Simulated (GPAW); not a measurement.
# How TiC absorbs and reflects light, part 2 of 2

Aim: the dielectric function of TiC, and the optical constants that follow from it. The cell comes from an older database entry, whose edges can differ from later determinations, mostly by under a per cent.

GPAW 26.7.0; DFT, LDA, plane-wave PAW (GPAW data sets), scalar-relativistic, RPA, optical limit.

So far. Step 2 (Ground state): There are states at the Fermi level within the smearing, so the occupations stay smeared and the carriers get a Drude term.

The database entry behind the starting cell differs from later determinations by our own check (0.1 to 0.3 % short, probably kX units), so it need not match the best structure at ambient conditions.

### 4. Dielectric function, RPA

Transitions between filled and empty bands, summed over the zone, give the optical response, so mesh, band count and broadening shape it.

The induced potential is part of this response.

This step: DFT, LDA, plane-wave PAW (GPAW data sets), scalar-relativistic, RPA, optical limit (GPAW 26.7.0).

df.py reads:

```python
from gpaw.response.df import DielectricFunction

df = DielectricFunction('full.gpw', frequencies={'type': 'nonlinear', 'domega0': 0.03, 'omega2': 8},
                        ecut=50,
                        eta=0.15,
                        nbands=21,
                        rate=0.1,
                        txt='df.txt')
for direction in ['x']:
    df.get_dielectric_function(xc='RPA', direction=direction, filename=f'df_{direction}.csv')
```

Started as:

```bash
> OMP_NUM_THREADS=1 python df.py
```

Numbers of over 12 decimals in the logs are rounded to 6 here.

What it wrote:

```text
Using integrator: PointIntegrator
NonLinearFrequencyDescriptor(from 0.000 to 89.957 eV, 531 points)
Nonperiodic BCs:  [False False False]
Using integrator: PointIntegrator
NonLinearFrequencyDescriptor(from 0.000 to 89.957 eV, 531 points)
Nonperiodic BCs:  [False False False]
Using integrator: PointIntegrator

Calculating chi0 body with:
    Ground state adapter containing:
    Number of spins: 1
    Number of kpoints: 13824
    Number of irreducible kpoints: 413
    Number of completely occupied states: 5
    Number of partially occupied states: 9

    Linear response parametrization:
    q_c: [0.0, 0.0, 0.0]
    Number of frequency points: 531
    Planewave cutoff: 50.0
    Number of bands: 21
    Number of planewaves: 15
    Broadening (eta): 0.15

Integrating chi0 body.

Symmetries of q_c:
    Direct symmetries (Uq -> q): 48
    Indirect symmetries (TUq -> q): 0
In total 48 allowed symmetries.

413 groups of equivalent kpoints. 97.012442% reduction.

Integral kind: spectral function

Calculating chi0 optical extensions with:
    Ground state adapter containing:
    Number of spins: 1
    Number of kpoints: 13824
    Number of irreducible kpoints: 413
    Number of completely occupied states: 5
    Number of partially occupied states: 9

    Linear response parametrization:
    Number of frequency points: 531
    Planewave cutoff: 50.0
    Number of bands: 21
    Number of planewaves: 15
    Broadening (eta): 0.15
Integrating chi0 head and wings.

Symmetries of q_c:
    Direct symmetries (Uq -> q): 48
    Indirect symmetries (TUq -> q): 0
In total 48 allowed symmetries.

413 groups of equivalent kpoints. 97.012442% reduction.

Integral kind: spectral function wings

Calculating drude chi0 with:
    Number of frequency points:531
    Plasma frequency decay rate: 0.1 eV

    Ground state adapter containing:
    Number of spins: 1
    Number of kpoints: 13824
    Number of irreducible kpoints: 413
    Number of completely occupied states: 5
    Number of partially occupied states: 9

Symmetries of q_c:
    Direct symmetries (Uq -> q): 48
    Indirect symmetries (TUq -> q): 0
In total 48 allowed symmetries.

413 groups of equivalent kpoints. 97.012442% reduction.

Integral kind: intraband
Plasma frequency:
[[3.51-0.j 0.  +0.j 0.  +0.j]
 [0.  +0.j 3.51-0.j 0.  -0.j]
 [0.  -0.j 0.  -0.j 3.51-0.j]]
```

Wall time 30 s (1 thread of Arm Neoverse N1, shared host); peak memory 0.24 GiB.

This step gave:

```
main peak of the optical conductivity above 1 eV, first axis : 6.866 eV
```

Some rows of df_x.csv (energy; Re and Im without local fields; Re and Im with them):

```text
0.000000, 1322.475030, -0.000000, 1322.332440, -0.000000
0.651243, -5.217949, 38.616755, -5.235051, 38.544208
1.347938, 5.759354, 18.630038, 5.770005, 18.618619
2.095014, 6.676899, 16.794180, 6.672004, 16.792359
2.898142, 3.340344, 15.245205, 3.353012, 15.259993
3.763875, 1.841910, 12.136242, 1.829241, 12.165059
4.699832, 1.397768, 11.237675, 1.372530, 11.260960
5.714917, -1.848915, 8.318957, -1.844807, 8.278094
6.819608, -1.261895, 9.312300, -1.120743, 9.423190
8.026317, -1.880326, 4.325827, -1.953683, 4.499012
9.349861, -2.195366, 4.074495, -2.374762, 4.286034
10.808071, -1.232145, 1.535157, -1.573356, 1.489716
12.422601, 0.675535, 1.935024, 0.406784, 1.796197
14.220012, -0.492103, 2.612009, -0.499127, 2.364317
16.233242, -0.218742, 1.808604, -0.155805, 1.558098
18.503643, -0.253397, 1.300520, 0.076643, 1.241891
21.083856, -0.248542, 0.580458, -0.322498, 0.909382
24.041937, 0.366909, 0.429769, 0.183336, 0.430713
```

Table of Im ε, E ∥ x by photon energy; read off at these points:

photon energy (eV), Im ε, E ∥ x and a bar:
```
     0.50         50 ##############################
     1.00         26 ###############
     1.50         19 ###########
     2.00         16 ##########
     2.50         15 #########
     2.74         16 ##########
     3.00         15 #########
     3.50         12 #######
     4.00         12 #######
     4.50         11 #######
     5.00         12 #######
     5.50         10 ######
     6.00          8 ####
     6.50          7 ####
     6.87          9 ######
     7.00          9 #####
     7.50          5 ###
     8.00          5 ###
     8.50          4 ###
     9.00          4 ###
     9.50          4 ##
    10.00          3 #
    10.50          2 #
    11.00          1 #
    11.50          1 #
    12.00          2 #
    12.50          2 #
    13.00          3 #
    13.50          2 #
    14.00          2 #
    14.50          2 #
    15.00          2 #
    15.50          2 #
    16.00          1 #
    16.50          2 #
    17.00          1 #
    17.50          1 #
    18.00          1 #
    18.50          1 #
    19.00          1 #
    19.50          1 #
    20.00          1 #
    20.50          1 
    21.00          1 
    21.50          1 
    22.00          0 
    22.50          1 
    23.00          1 
    23.50          0 
    24.00          0 
    24.50          0 
    25.00          0 
    25.50          0 
    26.00          0 
    26.50          0 
    27.00          0
```

The Re ε, E ∥ x by photon energy:

```tsv
photon energy (eV)	Re ε, E ∥ x
0.5	-12.0
1.0	3.21
1.5	7.09
2.0	7.19
2.5	6.10
3.0	3.11
3.5	2.76
4.0	2.56
4.5	1.85
5.0	0.593
5.5	-2.09
6.0	-1.63
6.5	0.0496
7.0	-3.39
7.5	-2.28
8.0	-2.02
8.5	-1.55
9.0	-1.82
9.5	-2.66
10.0	-2.33
10.5	-1.91
11.0	-1.26
11.5	-0.318
12.0	0.0856
12.5	0.456
13.0	0.191
13.5	-0.166
14.0	-0.246
14.5	-0.627
15.0	-0.481
15.5	-0.376
16.0	-0.156
16.5	-0.315
17.0	-0.269
17.5	-0.261
18.0	0.0182
18.5	0.0759
19.0	-0.0511
19.5	-0.242
20.0	-0.216
20.5	-0.301
21.0	-0.301
21.5	-0.358
22.0	-0.137
22.5	0.0241
23.0	0.0264
23.5	0.0704
24.0	0.176
24.5	0.197
25.0	0.178
25.5	0.163
26.0	0.215
26.5	0.304
27.0	0.368
```

Refractive index n and extinction k against photon energy:

```tsv
photon energy (eV)	n	k
0.5	4.42	5.62
1.0	3.81	3.37
1.5	3.69	2.56
2.0	3.53	2.30
2.5	3.31	2.20
3.0	2.99	2.42
3.5	2.77	2.21
4.0	2.68	2.15
4.5	2.57	2.18
5.0	2.49	2.36
5.5	1.97	2.45
6.0	1.76	2.17
6.5	1.90	1.88
7.0	1.71	2.51
7.5	1.26	1.97
8.0	1.22	1.87
8.5	1.26	1.77
9.0	1.22	1.82
9.5	0.997	1.91
10.0	0.777	1.71
10.5	0.638	1.52
11.0	0.515	1.24
11.5	0.686	0.889
12.0	0.898	0.849
12.5	1.09	0.855
13.0	1.17	1.09
13.5	1.02	1.10
14.0	1.01	1.13
14.5	0.847	1.16
15.0	0.760	1.03
15.5	0.774	0.987
16.0	0.817	0.907
16.5	0.794	0.973
17.0	0.731	0.896
17.5	0.675	0.846
18.0	0.759	0.747
18.5	0.812	0.764
19.0	0.825	0.855
19.5	0.706	0.860
20.0	0.689	0.831
20.5	0.618	0.826
21.0	0.576	0.796
21.5	0.442	0.744
22.0	0.427	0.565
22.5	0.517	0.493
23.0	0.526	0.500
23.5	0.504	0.429
24.0	0.565	0.378
24.5	0.595	0.397
25.0	0.568	0.381
25.5	0.542	0.361
26.0	0.530	0.257
26.5	0.588	0.205
27.0	0.637	0.196
```

Values under 1 per cm are given as 1. The absorption coefficient, E ∥ x by photon energy:

```tsv
photon energy (eV)	absorption coefficient, E ∥ x (1/cm)
0.492	2.8e5
1.010	3.4e5
1.486	3.8e5
1.985	4.6e5
2.508	5.6e5
3.018	7.4e5
3.510	7.9e5
3.980	8.6e5
4.516	1.0e6
4.981	1.2e6
5.515	1.4e6
6.021	1.3e6
6.494	1.2e6
6.985	1.8e6
7.496	1.5e6
8.026	1.5e6
8.516	1.5e6
9.023	1.7e6
9.483	1.8e6
10.026	1.7e6
10.519	1.6e6
11.029	1.4e6
11.479	1.0e6
12.023	1.0e6
12.504	1.1e6
13.000	1.4e6
13.512	1.5e6
14.040	1.6e6
14.493	1.7e6
14.960	1.6e6
15.536	1.5e6
16.031	1.5e6
16.541	1.6e6
16.959	1.6e6
17.496	1.5e6
18.049	1.4e6
18.504	1.4e6
18.969	1.6e6
19.447	1.7e6
20.061	1.7e6
20.438	1.7e6
20.953	1.7e6
21.482	1.6e6
22.024	1.2e6
22.440	1.1e6
23.009	1.2e6
23.446	1.0e6
24.042	9.2e5
24.500	9.9e5
24.968	9.7e5
25.447	9.5e5
25.935	7.0e5
26.435	5.6e5
26.945	5.4e5
```

The reflectivity at normal incidence, E ∥ x has structure finer than the step of the table below, so its rows give means over 1 eV, whole bins alone (the curve runs from 0.305 to 27.1 eV). Peaks (eV: height): 5.5: 46.8, 7.2: 52.4, 10.2: 49.6, 14.4: 29.2, 21.6: 33.0.

Reflectivity at normal incidence, E ∥ x against photon energy; means over each step:

```tsv
photon energy (eV)	reflectivity at normal incidence, E ∥ x (%)
1	56.6
2	45.9
3	44.6
4	41.9
5	44.2
6	42.0
7	45.8
8	41.4
9	41.3
10	49.0
11	42.3
12	17.3
13	19.8
14	25.2
15	26.7
16	22.2
17	23.4
18	17.9
19	19.1
20	22.9
21	27.6
22	27.0
23	18.4
24	13.5
25	12.7
26	11.7
```

Optical constants at common wavelengths, from n + ik = √ε:

```tsv
wavelength (nm)	n	k	R (%)	1/α
1550	3.81	3.860	59.9	32 nm
1064	3.62	3.010	52.4	28 nm
800	3.66	2.597	48.6	25 nm
450	3.31	2.461	46.2	15 nm
405	2.95	2.391	44.7	13 nm
365	2.74	2.303	43.2	13 nm
248	2.49	2.364	43.9	8.3 nm
```

In reflection the computed colour is light grey: x = 0.314, y = 0.327, luminous reflectivity 45 %.

### 5. Results

- main peak of the optical conductivity above 1 eV, first axis: 6.87 eV

What this shows: At this level (LDA, RPA) TiC is a metal; it reflects 45 % at 550 nm. In reflection the computed colour is light grey: x = 0.314, y = 0.327, luminous reflectivity 45 %. The carriers' damping of 0.1 eV is typed, not computed; it shapes the response at the lowest energies. The sum runs over mesh points, so small or evenly spaced maxima can still be ripples of the mesh. The curves end at 27 eV, about where the summed bands run out. In this version of GPAW the matrix elements of the optical limit are incomplete, which can lower ε − 1 by up to a tenth where first-row anions or d states rule, and shift it by more in d metals. GPAW's carrier term has the form −ωp²/(ω + i·rate)², which damps like twice the rate and fails at low energy, so the curves leave the lowest energies out.

[Machine, clock and banner lines and Python warnings are left out of the logs.]

[Logs are printed without paths, hosts, clocks, repeated set-up lines and the standing remarks that a program may print on its own settings, such as how far it seeks lower states.]

[Hosts, paths, dates, database ids (printed as entryN), source tags and the programs' standing remarks are cut or masked in the printed files.]
